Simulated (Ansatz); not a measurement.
# KI (Fm-3m): thermal expansion from first principles

How much does KI expand with temperature?

What experiment has found for this phase:
- volume expansion coefficient 113.7 1e-6/K near room temperature (given in “Descriptors for thermal expansion in solids”, 2017, arXiv:1701.03966)

Method: DFT r2SCAN, scalar-relativistic, plane waves, PAW, in the first sound run; inputs show where later runs differ, in Ansatz 0.2.0.

### Step 1. Set-up

The structure is cubic, space group Fm-3m (No. 225). The conventional cell has a = 7.066 Å, b = 7.066 Å, c = 7.066 Å, α = 90.00°, β = 90.00°, γ = 90.00°. Nearest to K lie 6 I at 3.53 Å. Nearest to I lie 6 K at 3.53 Å. Farther neighbours and most contacts between anions are not listed.

### Step 2. A first coarse run

A cheap single point shows whether the cell is a metal or an insulator and how far it is from rest; that sets the k-mesh and the occupations of what follows.

Contents of input.yaml:

```yaml
crystal:
  lattice:
    - [0.0, 3.532775, 3.532775]
    - [3.532775, 0.0, 3.532775]
    - [3.532775, 3.532775, 0.0]
  atoms:
    - { symbol: K, position: [0.0, 0.0, 0.0] }
    - { symbol: I, position: [0.5, 0.5, 0.5] }
kpoints:
  mp_grid: { grid: [4, 4, 4] }
hamiltonian:
  xc: r2scan
scf:
  occupations: { method: gaussian, width: 0.1 }
  lower_state_search: "off"
output:
  forces: true
  stress: true
  eigenvalues: true
```

On the command line:

```bash
$ ansatz run input.yaml --threads 4 --pin off --max-ram 16384MiB --backend cpu --events-out ev --progress --plain --runs-dir out
```

Numbers of over 12 decimals in the logs are rounded to 6 here.

The program printed:

```text
Engine: ansatz 0.2.0, aarch64-unknown-linux-gnu
Pseudopotentials: kind: paw
Pseudopotential: K, paw, valence charge 9, recommended cutoff 500 eV (meta_gga), K.paw.azcp
Pseudopotential: I, paw, valence charge 17, recommended cutoff 500 eV (meta_gga), I.paw.azcp
Functional definition: r2SCAN
  parameter k0 = 0.174
  parameter k1 = 0.065
  parameter a1 = 4.9479
  exchange = r2scan_x(k0 = k0, k1 = k1, a1 = a1)
  correlation = r2scan_c
Crystal: 2 atoms, lattice volume = 88.182 Å³
Basis set: ecut = 500 eV, 2229 PW (Γ), exchange–correlation on 160×160×160 points (64 copies of the dense FFT grid, shifted against one another)
Bands: 17, of which v1, the nominal top of the filled ones, is band 13 counted from 1 (12 counted from 0)
Symmetry: 48 space group operations
Space group: Fm-3m (ITA 225), of the structure as read, at distance tolerance 4.5e-5 Å
k-points: 8 of 64
Non-local potential: K, projectors of the file, l = 0: 3, l = 1: 2, l = 2: 2
Non-local potential: I, projectors of the file, l = 0: 2, l = 1: 2, l = 2: 2, l = 3: 2
PAW form: soft (Blöchl's): semilocal exchange-correlation on the pseudo side does not see the compensation charge
PAW frozen core: K, regenerated for the run's functional (the file was generated under x = pbe(κ = 0.804, μ = 0.219515), c = pbe(β = 0.066725))
PAW frozen core: I, regenerated for the run's functional (the file was generated under x = pbe(κ = 0.804, μ = 0.219515), c = pbe(β = 0.066725))
PAW one-centre angular grid: K, 302 points (default); XC on 160 Gauss nodes
PAW one-centre angular grid: I, 590 points (default); XC on 160 Gauss nodes
Initial density: superposition of atomic densities (neutral atoms: chi_scale 0, normalization atom), corrected by the library's trained network
Initial wavefunctions: pseudopotential atomic-orbital guess
Functional: x = r2scan, c = r2scan; τ floored in thin density (d = 2e-4 eV/Å³)
SCF iter   1: F=-9073.919929 eV  HF=-9073.911563 eV  |F-HF|=8.37e-3  |Δ(HF+E_count)|=         —  Δρ=2.53e-3  dr2=3.58e-3  dr2_τ=6.46e-4  ethr=1.77e-3  ⟨swp⟩=6.1  Hψ=811  notcnv=0
preconditioner: auto → none  [insulator: Δε(μ)=4.633 eV  Ē_g=14.546 eV  σ=0.100 eV  W_gap=1.00  n_scr=14 (ndim 8)  ℏωp=14.8 eV  f_vac=0.140  D(μ)=0.00/eV (n_scr^D=0)  ε∞_Penn≈2.0]
SCF iter   2: F=-9073.920208 eV  HF=-9073.920117 eV  |F-HF|=9.03e-5  |Δ(HF+E_count)|=   8.55e-3  Δρ=9.76e-4  dr2=3.80e-4  dr2_τ=4.78e-5  ethr=1.38e-5  ⟨swp⟩=2.5  Hψ=368  notcnv=0
SCF iter   3: F=-9073.920294 eV  HF=-9073.920278 eV  |F-HF|=1.57e-5  |Δ(HF+E_count)|=   1.61e-4  Δρ=2.48e-4  dr2=2.27e-5  dr2_τ=5.36e-6  ethr=1.46e-6  ⟨swp⟩=2.1  Hψ=268  notcnv=0
SCF iter   4: F=-9073.920296 eV  HF=-9073.920303 eV  |F-HF|=6.90e-6  |Δ(HF+E_count)|=   2.46e-5  Δρ=7.96e-5  dr2=8.60e-6  dr2_τ=4.69e-7  ethr=8.74e-8  ⟨swp⟩=2.0  Hψ=240  notcnv=0
iter 5 did not close the SCF: its close was put off for the readings that it lacked (scf_convergence_deferred on its scf_iter line)
SCF iter   5: F=-9073.920300 eV  HF=-9073.920300 eV  |F-HF|=4.72e-8  |Δ(HF+E_count)|=   3.00e-6  Δρ=9.59e-6  dr2=7.60e-8  dr2_τ=9.30e-9  ethr=3.31e-8  ⟨swp⟩=2.0  Hψ=240  notcnv=0
SCF iter   6: F=-9073.920300 eV  HF=-9073.920300 eV  |F-HF|=9.46e-10  |Δ(HF+E_count)|=   6.98e-8  Δρ=2.34e-6  dr2=2.94e-9  dr2_τ=4.04e-10  ethr=2.92e-10  ⟨swp⟩=3.5  Hψ=741  notcnv=0
SCF 1 converged in 6 iterations: F = -9073.920300 eV  dr2 = 2.94e-9
  greatest PAW one-centre occupation: 0.998 electrons in one spin orbital (limit 2), on the I atom at site 1 (counted from 0), in its partial waves of l = 2
SCF converged after 6 iterations
Free energy (F): -9073.920300 eV
Harris-Foulkes:  -9073.920300 eV  (|F-HF|=9.46e-10)
Internal energy: -9073.920300 eV  (E = F + TS)
E sigma→0 (E₀):  -9073.920300 eV
Fermi energy:    4.232486 eV
--- Per-component energies (eV) ---
  E_band       = -543.636025
  E_kinetic    = 442.747992
  E_local      = -2828.540534  (includes V_loc(G=0)·N_el)
  E_nonlocal   = -77.372304
  E_hartree    = 1340.391746
  E_xc         = -255.069066
  E_vxc        = -326.375919  (∫ρ·V_xc dr)
  E_paw        = -5627.522610  (= ΣΔE_a)
  E_vpaw       = -454.380706  (= ΣTr[D̂ρ^β])
  E_aug_tail   = -0.000036  (compensation charges beyond the density's cutoff)
  E_vtau       = 19.504471  (kinetic-family band-sum trace: ∫τ·v_τ [+ j·A + Jᵃ·Aᵃ] dr)
  E_ewald      = -2068.432357
  E_core_change = -0.123132  (= ΣΔE_core)
  E_smearing   = -0.000000  (= −TS)
  E_closure    = 0.000000  (closes the sum)
  Σ components = -9073.920300   (vs F -9073.920300, Δ=0.00e0)
--- Forces (eV/Å), atoms counted from 1 ---
  atom   1  K     -0.00000000     0.00000000    -0.00000000
  atom   2  I      0.00000000    -0.00000000     0.00000000
  max |Σ_I F_I| component: 7.97e-29 eV/Å
--- Stress (GPa, compression-positive) ---
        0.150761       0.000000       0.000000
        0.000000       0.150761       0.000000
       -0.000000       0.000000       0.150761
  P = ⅓ Tr σ = 0.1508 GPa (1.508 kbar)
--- Band table (eV; the first three rows and the last of 8) ---
  k-point 0: bands = [... 9 lower, -8.8801, 1.9261, 1.9261, 1.9261, 6.5365, 8.9870, 8.9870, 8.9870]
  k-point 1: bands = [... 9 lower, -8.7266, 1.1774, 1.7503, 1.7503, 7.5916, 9.0534, 9.6281, 9.6281]
  k-point 2: bands = [... 9 lower, -8.5816, 0.6071, 1.5898, 1.5898, 7.9540, 10.2627, 10.7084, 10.7084]
  k-point 7: bands = [... 9 lower, -8.6627, 1.1872, 1.1872, 1.3307, 8.9034, 8.9034, 9.3135, 10.9104]
```

It took 1.3 s on 4 threads of Arm Neoverse V1, shared host; peak memory 0.58 GiB; 4.4 s of CPU time.

The column dr2 measures how far the density is from self-consistency, as an energy; F and HF (Harris–Foulkes) agree once it is small.

A gap read on the k-mesh alone can miss the band edges.

Numbers from this step:

```yaml
pressure: 0.1508 GPa
gap_on_the_k_mesh: 4.610 eV
volume_per_atom: 44.09 Å³/atom
```

The start is under 0.15 GPa at this level and looks like an insulator or semiconductor on this mesh.

### Step 3. Finding the static equilibrium

Phonons are second derivatives about a minimum, so cell and atoms are relaxed first, inside the symmetry of the start.

input.yaml, the sections that differ from step 2:

```yaml
kpoints:
  mp_grid: { grid: [6, 6, 6] }
scf:
  occupations: { method: gaussian, width: 0.02 }
  lower_state_search: "off"
relax:
  adjacent_minimum: "off"
  f_tol: 0.005
  max_steps: 80
  cell: { stress_tol: 0.05 }
# crystal, hamiltonian, output: as in step 2
```

The program printed:

```text
[...]
Crystal: 2 atoms, lattice volume = 88.182 Å³
Basis set: ecut = 500 eV, 2229 PW (Γ), exchange–correlation on 160×160×160 points (64 copies of the dense FFT grid, shifted against one another)
Bands: 17, of which v1, the nominal top of the filled ones, is band 13 counted from 1 (12 counted from 0)
Symmetry: 48 space group operations
[...]
k-points: 16 of 216
[...]
SCF iter   1: F=-9073.920531 eV  HF=-9073.912031 eV  |F-HF|=8.50e-3  |Δ(HF+E_count)|=         —  Δρ=2.50e-3  dr2=3.45e-3  dr2_τ=6.51e-4  ethr=1.77e-3  ⟨swp⟩=6.8  Hψ=1682  notcnv=0
[...]
SCF iter   6: F=-9073.920993 eV  HF=-9073.920993 eV  |F-HF|=9.77e-10  |Δ(HF+E_count)|=   2.96e-8  Δρ=1.85e-6  dr2=2.44e-9  dr2_τ=2.36e-10  ethr=3.85e-10  ⟨swp⟩=7.0  Hψ=1259  notcnv=0
SCF 1 converged in 6 iterations: F = -9073.920993 eV  dr2 = 2.44e-9
[...]
relax step   1: F+E_penalty+E_count = -9073.92099277 eV  Δ(F+E_penalty+E_count) = +0.000e0 eV  max|allowed force component| = 3.264e-29 eV/Å  Δτ_max = 0.0000 Å  P = +0.145 GPa  Ω = 88.182 Å³  (6 SCF iters, dr2 threshold 1.00e-7 eV, accepted)
Crystal: 2 atoms, lattice volume = 88.601 Å³
[...]
iter 1 solved again at ethr=4.27e-8 eV; its pass at ethr=3.10e-3 eV (dr2=1.11e-5 eV) is discarded
SCF iter   1: F=-9073.921235 eV  HF=-9073.920957 eV  |F-HF|=2.78e-4  |Δ(HF+E_count)|=         —  Δρ=9.66e-5  dr2=2.32e-5  dr2_τ=1.55e-4  ethr=4.27e-8  ⟨swp⟩=3.0  Hψ=1973  notcnv=0
eigensolver tolerance schedule calibrated: the retry pair's looser diagonalisation under-reported the residual by θ = 0.52 (0.11/decade); ethr = c·dr2/N_el runs at the constant in force after the calibration composes with the one it found (an armed cap, an earlier calibration), c = 8.7e-2
[...]
SCF iter   2: F=-9073.921253 eV  HF=-9073.921255 eV  |F-HF|=2.15e-6  |Δ(HF+E_count)|=   2.98e-4  Δρ=4.83e-5  dr2=3.66e-6  dr2_τ=1.32e-7  ethr=4.27e-8  ⟨swp⟩=2.8  Hψ=608  notcnv=0
[...]
SCF iter   4: F=-9073.921254 eV  HF=-9073.921254 eV  |F-HF|=5.57e-9  |Δ(HF+E_count)|=   2.08e-8  Δρ=5.71e-6  dr2=3.41e-8  dr2_τ=5.34e-9  ethr=1.76e-10  ⟨swp⟩=4.6  Hψ=1369  notcnv=0
SCF 2 converged in 4 iterations: F = -9073.921254 eV  dr2 = 3.41e-8
relax step   2: F+E_penalty+E_count = -9073.92125435 eV  Δ(F+E_penalty+E_count) = -2.616e-4 eV  max|allowed force component| = 1.844e-29 eV/Å  Δτ_max = 0.0000 Å  P = +0.083 GPa  Ω = 88.601 Å³  energy of the carried Pulay correction = -3.800e-5 eV  (4 SCF iters, dr2 threshold 5.28e-8 eV, accepted)
Crystal: 2 atoms, lattice volume = 89.173 Å³
[...]
SCF iter   5: F=-9073.921355 eV  HF=-9073.921355 eV  |F-HF|=5.23e-9  |Δ(HF+E_count)|=   3.81e-8  Δρ=3.31e-6  dr2=1.10e-8  dr2_τ=3.24e-10  ethr=5.14e-11  ⟨swp⟩=6.7  Hψ=1248  notcnv=0
SCF 3 converged in 5 iterations: F = -9073.921355 eV  dr2 = 1.10e-8
relax step   3: F+E_penalty+E_count = -9073.92135516 eV  Δ(F+E_penalty+E_count) = -1.008e-4 eV  max|allowed force component| = 1.200e-29 eV/Å  Δτ_max = 0.0000 Å  P = +0.002 GPa  Ω = 89.173 Å³  energy of the carried Pulay correction = -8.947e-5 eV  (5 SCF iters, dr2 threshold 1.74e-8 eV, accepted)
[...]
SCF iter   1: F=-9073.921438 eV  HF=-9073.921359 eV  |F-HF|=7.89e-5  |Δ(HF+E_count)|=         —  Δρ=9.22e-5  dr2=1.55e-7  dr2_τ=4.61e-8  ethr=4.33e-7  ⟨swp⟩=3.0  Hψ=2479  notcnv=0
eigensolver tolerance schedule: the retry pair's looser diagonalisation over-reported the residual by 723.24 of it (diagonalisation noise at 0.11 of the residual, at the tolerance the schedule requests for it); recorded, not acted on — ethr = c·dr2/N_el stays at c = 1.0e-1
[...]
SCF iter   2: F=-9073.921438 eV  HF=-9073.921464 eV  |F-HF|=2.65e-5  |Δ(HF+E_count)|=   1.06e-4  Δρ=4.61e-5  dr2=3.68e-8  dr2_τ=8.19e-7  ethr=5.97e-10  ⟨swp⟩=2.6  Hψ=512  notcnv=0
[...]
SCF iter   5: F=-9073.921438 eV  HF=-9073.921438 eV  |F-HF|=4.73e-11  |Δ(HF+E_count)|=   1.18e-9  Δρ=1.27e-7  dr2=1.30e-11  dr2_τ=1.55e-12  ethr=1.00e-12  ⟨swp⟩=5.7  Hψ=1475  notcnv=0
SCF 4 converged in 5 iterations: F = -9073.921438 eV  dr2 = 1.30e-11
relax step   4: F+E_penalty+E_count = -9073.92143785 eV  Δ(F+E_penalty+E_count) = -8.269e-5 eV  max|allowed force component| = 1.607e-29 eV/Å  Δτ_max = 0.0000 Å  P = +0.003 GPa  Ω = 89.173 Å³  stress off target by 2.88e-3 GPa  SCF on the basis re-selected at this cell (its energy is not comparable with the rows above)  (5 SCF iters)
basis re-selected at this cell: Δ(F+E_penalty+E_count) = -8.269e-5 eV, ΔP = +0.001 GPa vs the last step (what re-selecting the basis moved, of the pressure what is left beyond the Pulay correction that the steps carried, after the strain that the cell walked since its last selection, with what the two solves' SCF thresholds leave and, on support functions, any second-order correction that the steps lacked; it is no m [...]
SCF converged after 5 iterations
Free energy (F): -9073.921438 eV
[...]
Internal energy: -9073.921438 eV  (E = F + TS)
E sigma→0 (E₀):  -9073.921438 eV
Fermi energy:    4.129089 eV
[...]
--- Stress (GPa, compression-positive) ---
        0.002883      -0.000000      -0.000000
       -0.000000       0.002883      -0.000000
       -0.000000      -0.000000       0.002883
  P = ⅓ Tr σ = 0.0029 GPa (0.029 kbar)
--- Band table (eV; the first three rows and the last of 16) ---
  k-point 0: bands = [... 9 lower, -8.9513, 1.8379, 1.8379, 1.8379, 6.4201, 8.9046, 8.9046, 8.9046]
  k-point 1: bands = [... 9 lower, -8.8775, 1.4392, 1.7505, 1.7505, 7.0275, 8.7932, 9.2069, 9.2069]
  k-point 2: bands = [... 9 lower, -8.7362, 0.8101, 1.5874, 1.5874, 7.7227, 9.4335, 9.9396, 9.9396]
  k-point 15: bands = [... 9 lower, -8.7575, 0.9680, 1.2780, 1.3077, 7.9872, 8.9434, 9.7854, 10.9055]
--- Relaxed structure (3 steps of the walk, 3 accepted, 1 SCFs on fresh bases) ---
  F+E_penalty+E_count = -9073.92143785 eV   max|allowed force component| = 1.607e-29 eV/Å   (the final SCF, on the basis selected at the relaxed cell)
  cell:  # Å, volume = 89.1728 Å³
    - [0, 3.545963, 3.545963]
    - [3.545963, 0, 3.545963]
    - [3.545963, 3.545963, 0]
  atoms:
    - { symbol: K, position: [0, 0, 0] }
    - { symbol: I, position: [0.5, 0.5, 0.5] }
```

It took 6 s on 4 threads; peak memory 0.64 GiB; 22 s of CPU time.

The steps of the relaxation:

```tsv
step	energy less that of the first step (eV)	largest force component (eV/Å)	pressure (GPa)	volume (Å³)
1	0.0000	0.0000	0.15	88.18
2	-0.0003	0.0000	0.08	88.60
3	-0.0004	0.0000	0.00	89.17
4*	-0.0004	0.0000	0.00	89.17
```

Relaxation steps marked * repeat the geometry before them on a plane-wave basis chosen anew for their cell, so energy and pressure can jump there.

The run keeps the 48 symmetry operations that it works with, so distortions that break them were not tested.

```tsv
conventional cell, symmetrised	before	after	change
a (Å)	7.066	7.092	+0.4 %
b (Å)	7.066	7.092	+0.4 %
c (Å)	7.066	7.092	+0.4 %
volume (Å³/atom)	44.09	44.59	+1.1 %
```

The relaxed structure:

```
K I
1.0
     0.00000    3.54596    3.54596
     3.54596    0.00000    3.54596
     3.54596    3.54596    0.00000
K I
1 1
Direct
  0.00000 0.00000 0.00000
  0.50000 0.50000 0.50000
```

Numbers from this step:

* pressure: 0.002883 GPa
* gap on the k-mesh: 4.582 eV
* volume per atom: 44.59 Å³/atom

The relaxation ends with a pressure of 0.00 GPa.

(Part 1 of 4 ends here.)

[Logs are printed without paths, hosts, clocks, repeated set-up lines and the standing remarks that a program may print on its own settings, such as how far it seeks lower states.]

[Hosts, paths, dates, database ids (printed as entryN), source tags and the programs' standing remarks are cut or masked in the printed files.]

[A step with changed settings may run another functional than the one named; its input shows which.]
